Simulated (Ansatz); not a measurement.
**CsIn (built on the sites of a database entry of NaB): a soft mode frozen in**

Wanted: the energy along a soft mode of CsIn (built on the sites of a database entry of NaB) and the structure at the end.

Main program and level: Ansatz 0.2.0; DFT PBEsol, scalar-relativistic, plane waves, PAW.

The structure was built from a prototype and need not be the compound's stable phase.

**1. Starting point**

It takes space group Fm-3m (No. 225, cubic). Conventional cell: a = 7.733 Å, b = 7.733 Å, c = 7.733 Å, α = 90.00°, β = 90.00°, γ = 90.00°. Cs has 6 In at 3.87 Å nearest. Nearest to In lie 6 Cs at 3.87 Å. Farther neighbours are not listed.

Coordinates:

```cif
data_structure
_symmetry_space_group_name_H-M 'Fm-3m'
_symmetry_Int_Tables_number 225
_cell_length_a 7.7327
_cell_length_b 7.7327
_cell_length_c 7.7327
_cell_angle_alpha 90.000
_cell_angle_beta 90.000
_cell_angle_gamma 90.000
_cell_volume 462.38
loop_
_atom_site_label
_atom_site_type_symbol
_atom_site_symmetry_multiplicity
_atom_site_Wyckoff_symbol
_atom_site_fract_x
_atom_site_fract_y
_atom_site_fract_z
_atom_site_occupancy
Cs1 Cs 4 a 0.00000 0.00000 0.00000 1
In1 In 4 b 0.50000 0.00000 0.00000 1
```

**2. The dispersion**

The cell comes from relaxations at this level that are not shown. Stability and thermal properties need the whole zone. Linear response on a 2×2×2 q mesh gives force constants as far as a supercell of that size would.

The input, input.yaml:

```yaml
crystal:
  lattice:
    - [0.0, 3.8663539638, 3.8663539638]
    - [3.8663539638, 0.0, 3.8663539638]
    - [3.8663539638, 3.8663539638, 0.0]
  atoms:
    - { symbol: Cs, position: [0.0, 0.0, 0.0] }
    - { symbol: In, position: [0.5, 0.5, 0.5] }
kpoints:
  mp_grid: { grid: [8, 8, 8] }
hamiltonian:
  xc: pbesol
scf:
  occupations: { method: methfessel_paxton, width: 0.15 }
output:
  eigenvalues: true
phonons:
  method: dfpt
  qmesh: [2, 2, 2]
  temperatures: { t_max: 1000, t_step: 50 }
  qpath:
    path:
      - [[0.0, 0.0, 0.0], [0.5, 0.0, 0.5], [0.625, 0.25, 0.625]]
      - [[0.375, 0.375, 0.75], [0.0, 0.0, 0.0], [0.5, 0.5, 0.5], [0.5, 0.25, 0.75], [0.5, 0.0, 0.5]]
    npoints: 10
```

The run is started by

```bash
$ ansatz run input.yaml --threads 4 --pin off --max-ram 7168MiB --backend cpu --events-out ev --progress --plain --runs-dir out
```

Numbers of over 12 decimals in the logs are rounded to 6 here.

What it wrote:

```text
Engine: ansatz 0.2.0, aarch64-unknown-linux-gnu
Pseudopotentials: kind: paw
Pseudopotential: Cs, paw, valence charge 9, recommended cutoff 420 eV (normal), Cs.paw.azcp
Pseudopotential: In, paw, valence charge 13, recommended cutoff 420 eV (normal), In.paw.azcp
Functional definition: PBEsol
  exchange = pbesol_x
  correlation = pbesol_c
Crystal: 2 atoms, lattice volume = 115.594 Å³
Basis set: ecut = 420 eV, 2229 PW (Γ), exchange–correlation on 80×80×80 points (8 copies of the dense FFT grid, shifted against one another)
Bands: 15, of which v1, the nominal top of the filled ones, is band 11 counted from 1 (10 counted from 0)
Symmetry: 48 space group operations
k-points: 29 of 512
Non-local potential: Cs, projectors of the file, l = 0: 3, l = 1: 2, l = 2: 2, l = 3: 2
Non-local potential: In, projectors of the file, l = 0: 2, l = 1: 2, l = 2: 2, l = 3: 2
PAW form: soft (Blöchl's): semilocal exchange-correlation on the pseudo side does not see the compensation charge
PAW frozen core: Cs, regenerated for the run's functional, and the local potential with it (the file was generated under x = pbe(κ = 0.804, μ = 0.219515), c = pbe(β = 0.066725))
PAW frozen core: In, regenerated for the run's functional, and the local potential with it (the file was generated under x = pbe(κ = 0.804, μ = 0.219515), c = pbe(β = 0.066725))
PAW one-centre angular grid: Cs, 194 points (default); XC on 64 Gauss nodes
PAW one-centre angular grid: In, 590 points (default); XC on 64 Gauss nodes
Initial density: superposition of atomic densities (neutral atoms: chi_scale 0, normalization atom), corrected by the library's trained network
Initial wavefunctions: pseudopotential atomic-orbital guess
Functional: x = pbesol(κ = 0.804, μ = 0.123457), c = pbesol(β = 0.046)
SCF iter   1: F=—  HF=-11110.326556 eV  |F-HF|=—  |Δ(HF+E_count)|=         —  Δρ=2.58e-3  dr2=1.19e-2  ethr=1.77e-3  ⟨swp⟩=6.6  Hψ=2462  notcnv=0
preconditioner: auto → Kerker (q_TF=auto, 2.069 Å⁻¹)  [metal: Δε(μ)=0.044 eV  Ē_g=12.811 eV  σ=0.150 eV  W_gap=0.25  n_scr=14 (ndim 8)  ℏωp=15.4 eV  f_vac=0.000  D(μ)=2.13/eV (n_scr^D=14)]
SCF iter   2: F=—  HF=-11110.324352 eV  |F-HF|=—  |Δ(HF+E_count)|=   2.20e-3  S|Δr|=    0.00e0  Δρ=1.46e-3  dr2=6.14e-3  ethr=5.41e-5  ⟨swp⟩=2.0  Hψ=810  notcnv=0
SCF iter   3: F=—  HF=-11110.323316 eV  |F-HF|=—  |Δ(HF+E_count)|=   1.04e-3  S|Δr|=    0.00e0  Δρ=4.94e-4  dr2=5.89e-4  ethr=2.79e-5  ⟨swp⟩=2.1  Hψ=727  notcnv=0
SCF iter   4: F=—  HF=-11110.323316 eV  |F-HF|=—  |Δ(HF+E_count)|=   2.56e-8  S|Δr|=    0.00e0  Δρ=3.09e-4  dr2=1.44e-4  ethr=2.68e-6  ⟨swp⟩=2.0  Hψ=579  notcnv=0
SCF iter   5: F=—  HF=-11110.323274 eV  |F-HF|=—  |Δ(HF+E_count)|=   4.22e-5  S|Δr|=    0.00e0  Δρ=6.92e-5  dr2=6.44e-6  ethr=6.54e-7  ⟨swp⟩=2.0  Hψ=725  notcnv=0
SCF iter   6: F=—  HF=-11110.323277 eV  |F-HF|=—  |Δ(HF+E_count)|=   2.91e-6  S|Δr|=    0.00e0  Δρ=1.87e-5  dr2=7.20e-7  ethr=2.93e-8  ⟨swp⟩=2.0  Hψ=742  notcnv=0
SCF iter   7: F=—  HF=-11110.323278 eV  |F-HF|=—  |Δ(HF+E_count)|=   1.39e-6  S|Δr|=    0.00e0  Δρ=7.34e-6  dr2=9.60e-8  ethr=3.27e-9  ⟨swp⟩=2.8  Hψ=718  notcnv=0
SCF iter   8: F=—  HF=-11110.323278 eV  |F-HF|=—  |Δ(HF+E_count)|=   3.25e-8  S|Δr|=    0.00e0  Δρ=1.47e-6  dr2=4.01e-9  ethr=4.36e-10  ⟨swp⟩=2.0  Hψ=725  notcnv=0
SCF iter   9: F=—  HF=-11110.323278 eV  |F-HF|=—  |Δ(HF+E_count)|=  7.49e-10  S|Δr|=    0.00e0  Δρ=3.52e-7  dr2=1.93e-10  ethr=1.82e-11  ⟨swp⟩=2.0  Hψ=706  notcnv=0
SCF iter  10: F=-11110.323278 eV  HF=-11110.323278 eV  |F-HF|=7.28e-12  |Δ(HF+E_count)|=  9.09e-12  S|Δr|=    0.00e0  Δρ=4.53e-8  dr2=2.62e-12  ethr=1.00e-12  ⟨swp⟩=4.5  Hψ=2301  notcnv=0
SCF 1 converged in 10 iterations: F = -11110.323278 eV  dr2 = 2.62e-12
  greatest PAW one-centre occupation: 0.982 electrons in one spin orbital (limit 2), on the In atom at site 1 (counted from 0), in its partial waves of l = 2
Initial density: read from a saved state, or passed on in memory by an earlier SCF of this step, an earlier step, the calling program or the single point that the run made first
iter 1 solved again at ethr=9.61e-7 eV; its pass at ethr=3.10e-3 eV (dr2=2.12e-4 eV) is discarded
SCF iter   1: F=—  HF=-11110.323279 eV  |F-HF|=—  |Δ(HF+E_count)|=         —  Δρ=2.62e-6  dr2=3.92e-9  ethr=9.61e-7  ⟨swp⟩=3.2  Hψ=3738  notcnv=0
eigensolver tolerance schedule: the retry pair's looser diagonalisation over-reported the residual by 54008.43 of it (diagonalisation noise at an unbounded share of the residual, at the tolerance the schedule requests for it); recorded, not acted on — ethr = c·dr2/N_el stays at c = 1.0e-1
preconditioner: auto → Kerker (q_TF=auto, 2.069 Å⁻¹)  [metal: Δε(μ)=0.051 eV  Ē_g=12.912 eV  σ=0.150 eV  W_gap=0.28  n_scr=14 (ndim 8)  ℏωp=15.4 eV  f_vac=0.000  D(μ)=2.11/eV (n_scr^D=14)]
SCF iter   2: F=—  HF=-11110.323278 eV  |F-HF|=—  |Δ(HF+E_count)|=   1.03e-6  S|Δr|=    0.00e0  Δρ=1.84e-6  dr2=2.14e-9  ethr=1.78e-11  ⟨swp⟩=3.6  Hψ=1157  notcnv=0
SCF iter   3: F=—  HF=-11110.323278 eV  |F-HF|=—  |Δ(HF+E_count)|=  7.77e-10  S|Δr|=    0.00e0  Δρ=1.08e-6  dr2=7.09e-10  ethr=9.73e-12  ⟨swp⟩=2.1  Hψ=689  notcnv=0
SCF iter   4: F=—  HF=-11110.323278 eV  |F-HF|=—  |Δ(HF+E_count)|=  3.04e-10  S|Δr|=    0.00e0  Δρ=4.84e-7  dr2=1.32e-10  ethr=3.22e-12  ⟨swp⟩=2.0  Hψ=580  notcnv=0
SCF iter   5: F=—  HF=-11110.323278 eV  |F-HF|=—  |Δ(HF+E_count)|=  3.82e-11  S|Δr|=    0.00e0  Δρ=3.49e-7  dr2=6.90e-11  ethr=1.00e-12  ⟨swp⟩=1.0  Hψ=435  notcnv=0
SCF iter   6: F=-11110.323278 eV  HF=-11110.323278 eV  |F-HF|=7.28e-12  |Δ(HF+E_count)|=  3.46e-11  S|Δr|=    0.00e0  Δρ=1.24e-7  dr2=8.25e-12  ethr=1.00e-12  ⟨swp⟩=2.0  Hψ=1218  notcnv=0
SCF 2 converged in 6 iterations: F = -11110.323278 eV  dr2 = 8.25e-12
phonons: the bands overlap, so this run is a metal and interpolates without the dipole-dipole term. If the crystal is really an insulator or semiconductor, its LO-TO splitting is missing
NSCF: frozen V_eff on 29 k-points
NSCF: frozen V_eff on 59 k-points
DFPT response loops at q = (0, 0, 0) (fractional): preconditioner auto → Kerker (q_TF=auto, 2.069 Å⁻¹) (partly filled bands, converged f_vac=0.000); β = 1.00, the filter's whole step (`scf.mixing.beta` (0.50) is not read by the response loops under this deck's `scf.mixing.preconditioner`; to damp them name `kerker` or `kerker_dos`, under which they read `scf.mixing.beta`, and type it under 1.00, their step now; both keys bind the ground state too); Broyden in place of MSR1
NSCF: frozen V_eff on 300 k-points
DFPT response loops at q = (0, 0, -0.5) (fractional): mixed as the last ones told, above
NSCF: frozen V_eff on 190 k-points
DFPT response loops at q = (0, -0.5, -0.5) (fractional): mixed as the last ones told, above
SCF converged after 10 iterations
Stability not checked: this state was not tested for a lower state beside it, because cold or Methfessel-Paxton smearing, or corrected tetrahedra, fill the levels in a way that the test cannot read (fill_not_monotonic; see scf.lower_state_search)
Free energy (F): -11110.323278 eV
Harris-Foulkes:  -11110.323278 eV  (|F-HF|=7.28e-12)
Internal energy: -11110.324523 eV  (E = F + TS)
E sigma→0 (E₀):  -11110.323589 eV
Entropy (-TS):   0.001244 eV (0.622 meV/atom)
Fermi energy:    4.267379 eV
--- Per-component energies (eV) ---
  E_band       = -171.193236
  E_kinetic    = 381.573951
  E_local      = -1865.871787  (includes V_loc(G=0)·N_el)
  E_nonlocal   = 398.165028
  E_hartree    = 728.360478
  E_xc         = -385.065022
  E_vxc        = -224.160839  (∫ρ·V_xc dr)
  E_paw        = -9063.216233  (= ΣΔE_a)
  E_vpaw       = -317.620573  (= ΣTr[D̂ρ^β])
  E_aug_tail   = 0.000024  (compensation charges beyond the density's cutoff)
  E_ewald      = -1304.651024
  E_core_change = 0.380063  (= ΣΔE_core)
  E_smearing   = 0.001244  (= −TS)
  E_closure    = 0.000000  (closes the sum)
  Σ components = -11110.323278   (vs F -11110.323278, Δ=0.00e0)
--- Band table (eV; the first three rows and the last of 29) ---
  k-point 0: bands = [... 7 lower, -5.2278, -5.2278, -1.3894, 5.8248, 5.8248, 5.8248, 6.9877, 6.9877]
  k-point 1: bands = [... 7 lower, -5.2281, -5.2281, -1.2723, 5.0264, 5.5052, 5.5052, 6.9476, 7.1876]
  k-point 2: bands = [... 7 lower, -5.2288, -5.2288, -0.9753, 4.0043, 5.0158, 5.0158, 6.9627, 7.6503]
  k-point 28: bands = [... 7 lower, -5.3520, -5.3117, -0.7228, 4.2418, 4.2923, 4.2923, 7.6700, 7.6700]
--- Phonons (Γ-DFPT): 2 representative perturbations + reference (Σ response iterations 6) ---
  ASR residual: 1.115e-4 → 0.000e0 eV/Å²; symmetrization residual: 5.406e-5 eV/Å²
  ASR residual per site (eV/Å²): 4.09e-5 1.12e-4
  Γ frequencies (cm⁻¹): 0.00 0.00 0.00 62.11 62.11 62.11
--- Phonons (arbitrary-q DFPT): 3 irreducible q on the 2×2×2 mesh ---
  q = [0.0000, 0.0000, 0.0000] (star 1, of the zone-centre solve; hermiticity 1.24e-4, symmetrization 2.49e-11): 0.00 0.00 0.00 62.11 62.11 62.11
  q = [0.0000, 0.0000, -0.5000] (star 4, 2 solved perturbations on 150 of 512 k-point pairs; hermiticity 4.35e-13, symmetrization 7.33e-12): -15.64 40.56 40.56 42.44 42.44 47.10
  q = [0.0000, -0.5000, -0.5000] (star 3, 4 solved perturbations in 308 linear systems a pass and spin channel, the states on 95 of 512 k-point pairs; hermiticity 1.23e-4, symmetrization 9.46e-13): -51.21 -29.38 -29.38 65.28 65.28 65.89
  sum rule: each row above includes the acoustic sum rule's correction from the zone centre's row sums; it moved no ω² by more than (0.51 cm⁻¹)²
  mesh force constants: q→R imaginary residual 8.29e-17; ASR residual 1.115e-4 → 0.000e0 eV/Å²; symmetrization residual 9.992e-16 eV/Å²
  interpolated dispersion: 62 rows × 6 modes
  density of states and harmonic sums: on the 14×14×14 q-mesh, interpolated from the force constants of a 2×2×2 supercell (no non-analytic term)
  largest difference from the sums on the solved wave vectors: F 9.62e-2 eV, S 1.13e-4 and C_V 1.76e-5 eV/K
  zero-point energy: 0.012370 eV/cell   skipped modes (ω ≤ 0): 186, of them read as no rigid motion or as one in doubt: 183 (1.809e0 modes/cell left out, lowest -51.21 cm⁻¹)   left out of the sums: 3.02e-1 of the cell's modes: C_V's classical limit lies that fraction below 3 k_B per atom; for a crystal, a wire or a layer, F and S can be off by more, and a phonons.interpolated_qmesh denser along its periods is the remedy for the sampling
```

Elapsed: 32 s, on 4 threads of Arm Neoverse V2, shared host; peak memory 1.1 GiB; 2 min of CPU time.

This step gave:

| Property | Result |
| --- | --- |
| volume per atom | 57.80 Å³ |
| gap on the k-mesh | 0 eV |
| sum-rule residual before enforcement | 1.12e-4 eV/Å² |
| lowest frequency on the path | -51.21 cm⁻¹ |
| point group | m-3m |
| highest frequency on the path or at a solved wavevector | 65.9 cm⁻¹ |
| highest optical mode at the zone centre (no LO-TO term) | 62.11 cm⁻¹ |
| lowest optical zone-centre mode | 62.11 cm⁻¹ |
| lowest mode on the q mesh (acoustic modes at Γ apart) | -51.21 cm⁻¹ |

Frequencies (cm⁻¹) solved at each irreducible wavevector; negative means imaginary. Frequencies by wavevector, by row:

| q in reciprocal lattice units | star | mode 1 | mode 2 | mode 3 | mode 4 | mode 5 | mode 6 |
| --- | --- | --- | --- | --- | --- | --- | --- |
| 0 0 0 | 1 | 0 | 0 | 0 | 62.1 | 62.1 | 62.1 |
| 0 0 -0.5 | 4 | -15.6 | 40.6 | 40.6 | 42.4 | 42.4 | 47.1 |
| 0 -0.5 -0.5 | 3 | -51.2 | -29.4 | -29.4 | 65.3 | 65.3 | 65.9 |

Interpolated from a 2×2×2 q mesh. The phonon branches at the labelled points (cm⁻¹):

| point | branch 1 | branch 2 | branch 3 | branch 4 | branch 5 | branch 6 |
| --- | --- | --- | --- | --- | --- | --- |
| Γ | 0 | 0 | 0 | 62 | 62 | 62 |
| halfway | -21 | -21 | 21 | 48 | 64 | 64 |
| X | -51 | -29 | -29 | 65 | 65 | 66 |
| halfway | -50 | -28 | -26 | 64 | 64 | 66 |
| U | -46 | -23 | -14 | 58 | 60 | 65 |
| jump to K | -46 | -23 | -14 | 58 | 60 | 65 |
| halfway | -25 | 23 | 35 | 47 | 48 | 63 |
| Γ | 0 | 0 | 0 | 62 | 62 | 62 |
| halfway | -3 | 22 | 22 | 54 | 56 | 56 |
| L | -16 | 41 | 41 | 42 | 42 | 47 |
| halfway | -33 | -23 | 36 | 44 | 58 | 60 |
| W | -41 | -41 | 39 | 43 | 65 | 65 |
| halfway | -48 | -33 | -11 | 59 | 65 | 66 |
| X | -51 | -29 | -29 | 65 | 65 | 66 |

The phonon branches as a text plot (rows in cm⁻¹):

```
     63 |*********************************             **********
     59 | **     *       ***      ***    ****        ***     *
     54 |       *          **    ***        ***    ***      *
     49 |   *  *            *** **            ******
     44 |    **                *                ************
     39 |                      *                ***    ****
     34 |    **              ** *              *  *****    *
     29 |   *                    *            *    *
     24 |                   *  **            *              *
     20 |  *   *                 ***       **       *
     15 |                  * **   ***     *                  *
     10 | *                         **   *
      5 |                            *  ****
      0 |*                            ***
     -5 | *                 *        *      **
    -10 |  *                        *         *      *
    -15 |   *             **      **           ***
    -19 |    ****        *       *                **          *
    -24 |       **     ****     *                   * *
    -29 |         ******       *                     * *       **
    -34 |                    **                       ***   ***
    -39 |        *          *                           ****
    -44 |         **      **                               **
    -49 |           ******                                   ****
         Γ           X  U|K            Γ         L        W     X
```

Symmetry leaves 3 wavevectors to solve. The lowest mode among them, the acoustic zeros apart, lies at q = (0, -0.5, -0.5) and is imaginary, 51.2i cm⁻¹, so the energy falls along it.

**3. The mode frozen in, largest atomic shift 0 Å**

The mode followed lies at q = (0, -0.5, -0.5) with frequency 29.4i cm⁻¹ and is 2-fold degenerate, one of the unstable modes though not the softest. At small amplitude the distorted cell has space group no. 11 by a symmetry search on the positions. The undistorted cell that holds it gives the zero of energy on the same k mesh.

System of this step: CsIn (built on the sites of a database entry of NaB). The structure is cubic, space group Fm-3m (No. 225). The conventional cell has a = 7.733 Å, b = 7.733 Å, c = 7.733 Å, α = 90.00°, β = 90.00°, γ = 90.00°. Cs has 6 In at 3.87 Å nearest. In has 6 Cs at 3.87 Å nearest. Farther neighbours are not listed.

The input, input.yaml:

```yaml
crystal:
  lattice:
    - [0.0, -3.8663539638, -3.8663539638]
    - [0.0, 3.8663539638, -3.8663539638]
    - [7.7327079276, 0.0, 0.0]
  atoms:
    - { symbol: Cs, position: [0.5, 0.5, 0.5] }
    - { symbol: Cs, position: [0.0, 1.0, 0.0] }
    - { symbol: In, position: [0.5, 0.5, 0.0] }
    - { symbol: In, position: [0.0, 0.0, 0.5] }
kpoints:
  mp_grid: { grid: [8, 8, 6] }
hamiltonian:
  xc: pbesol
scf:
  occupations: { method: methfessel_paxton, width: 0.15 }
output:
  forces: true
  stress: true
  eigenvalues: true
```

What it wrote:

```text
[...]
Crystal: 4 atoms, lattice volume = 231.188 Å³
Basis set: ecut = 420 eV, 4501 PW (Γ), exchange–correlation on 80×80×108 points (8 copies of the dense FFT grid, shifted against one another)
Bands: 27, of which v1, the nominal top of the filled ones, is band 22 counted from 1 (21 counted from 0)
Symmetry: 32 space group operations
[...]
k-points: 60 of 384
[...]
k-point 0: bands = [... 18 lower, -1.3896, -0.9034, 4.0743, 5.2081, 5.2081, 5.5612, 5.8237, 5.8252, ... 1 higher]
  k-point 1: bands = [... 18 lower, -1.3206, -0.8917, 3.9645, 5.2087, 5.2087, 5.2119, 5.6198, 5.6799, ... 1 higher]
  k-point 2: bands = [... 18 lower, -1.1521, -0.8944, 3.8202, 4.4208, 5.2271, 5.2271, 5.4545, 5.4545, ... 1 higher]
  k-point 59: bands = [... 18 lower, -0.7229, -0.7229, 4.2408, 4.2408, 4.2925, 4.2925, 4.2925, 4.2925, ... 1 higher]
[key lines of the parts left out:]
SCF converged after 8 iterations
Free energy (F): -22220.645129 eV
Fermi energy:    4.265654 eV
P = ⅓ Tr σ = 0.0092 GPa (0.092 kbar)
```

It took 4.5 s on 4 threads; peak memory 0.7 GiB.

Numbers from this step:

| Item | Value |
| --- | --- |
| pressure | 0.009220 GPa |
| energy from the undistorted cell | 0 meV/atom |

The run ends at a pressure of 0.01 GPa.

**4. The mode frozen in, largest atomic shift 0.6 Å**

The atoms are moved along the unstable eigenvector, the largest shift by 0.6 Å, with the cell fixed.

input.yaml, the sections that differ from step 3:

```yaml
crystal:
  lattice:
    - [0.0, -3.8663539638, -3.8663539638]
    - [0.0, 3.8663539638, -3.8663539638]
    - [7.7327079276, 0.0, 0.0]
  atoms:
    - { symbol: Cs, position: [0.5852233325, 0.5430171081, 0.5] }
    - { symbol: Cs, position: [-0.0852233325, 0.9569828919, 0.0] }
    - { symbol: In, position: [0.4020395343, 0.4505537296, 0.0] }
    - { symbol: In, position: [0.0979604657, 0.0494462704, 0.5] }
# kpoints, hamiltonian, scf, output: as in step 3
```

What it wrote:

```text
[...]
Crystal: 4 atoms, lattice volume = 231.188 Å³
Basis set: ecut = 420 eV, 4501 PW (Γ), exchange–correlation on 80×80×108 points (8 copies of the dense FFT grid, shifted against one another)
Bands: 27, of which v1, the nominal top of the filled ones, is band 22 counted from 1 (21 counted from 0)
Symmetry: 4 space group operations
[...]
k-points: 136 of 384
[...]
k-point 0: bands = [... 18 lower, -1.3488, -0.7124, 3.8625, 5.1226, 5.2423, 5.3090, 5.8582, 6.0023, ... 1 higher]
  k-point 1: bands = [... 18 lower, -1.2884, -0.7330, 3.8523, 5.1614, 5.2915, 5.3104, 5.4539, 5.8495, ... 1 higher]
  k-point 2: bands = [... 18 lower, -1.1339, -0.8081, 3.9089, 4.6877, 5.2953, 5.3951, 5.4095, 5.6885, ... 1 higher]
  k-point 135: bands = [... 18 lower, -0.6906, -0.6906, 4.1136, 4.1136, 4.3733, 4.3733, 4.9082, 4.9082, ... 1 higher]
[key lines of the parts left out:]
SCF converged after 8 iterations
Free energy (F): -22220.863226 eV
Fermi energy:    4.152533 eV
P = ⅓ Tr σ = -0.5710 GPa (-5.710 kbar)
```

Run time: 10 s. Hardware: 4 threads; peak memory 0.96 GiB; 39 s of CPU time.

Numbers from this step:

```yaml
pressure: -0.5710 GPa
energy_from_the_undistorted_cell: -54.48 meV/atom
```

The energy, extrapolated to zero smearing, is -54.48 meV/atom against the undistorted cell.

The run ends at a pressure of -0.57 GPa, with forces up to 0.16 eV/Å.

**5. Energy along the mode, all amplitudes (two of the runs are shown above)**

An imaginary frequency means negative curvature, so the energy should fall and then rise again as anharmonic terms take over.

This step gave:

* depth at the lowest point sampled: 54.48 meV/atom
* largest atomic shift at that point: 0.6 Å

The energy from the parent by largest atomic shift:

| largest atomic shift (Å) | energy from the parent (meV/atom) |
| --- | --- |
| 0.000 | 0 |
| 0.040 | -0.264 |
| 0.080 | -1.06 |
| 0.140 | -3.31 |
| 0.220 | -8.46 |
| 0.320 | -18.2 |
| 0.450 | -34.5 |
| 0.600 | -54.5 |

Displacement at unit largest shift by atom:

| atom | x (Å) | y (Å) | z (Å) | size |
| --- | --- | --- | --- | --- |
| Cs1 | 0.00 | -0.27 | -0.83 | 0.87 |
| Cs2 | 0.00 | 0.27 | 0.83 | 0.87 |
| In3 | 0.00 | 0.31 | 0.95 | 1.00 |
| In4 | 0.00 | -0.31 | -0.95 | 1.00 |

The lowest of the steps tried is the last one, at 0.6 Å, 54.5 meV/atom below the parent; the bottom of the well need not coincide with a step.

(Part 1 of 3 ends here.)

[Logs are printed without paths, hosts, clocks, repeated set-up lines and the standing remarks that a program may print on its own settings, such as how far it seeks lower states.]

[Hosts, paths, dates, database ids (printed as entryN), source tags and the programs' standing remarks are cut or masked in the printed files.]
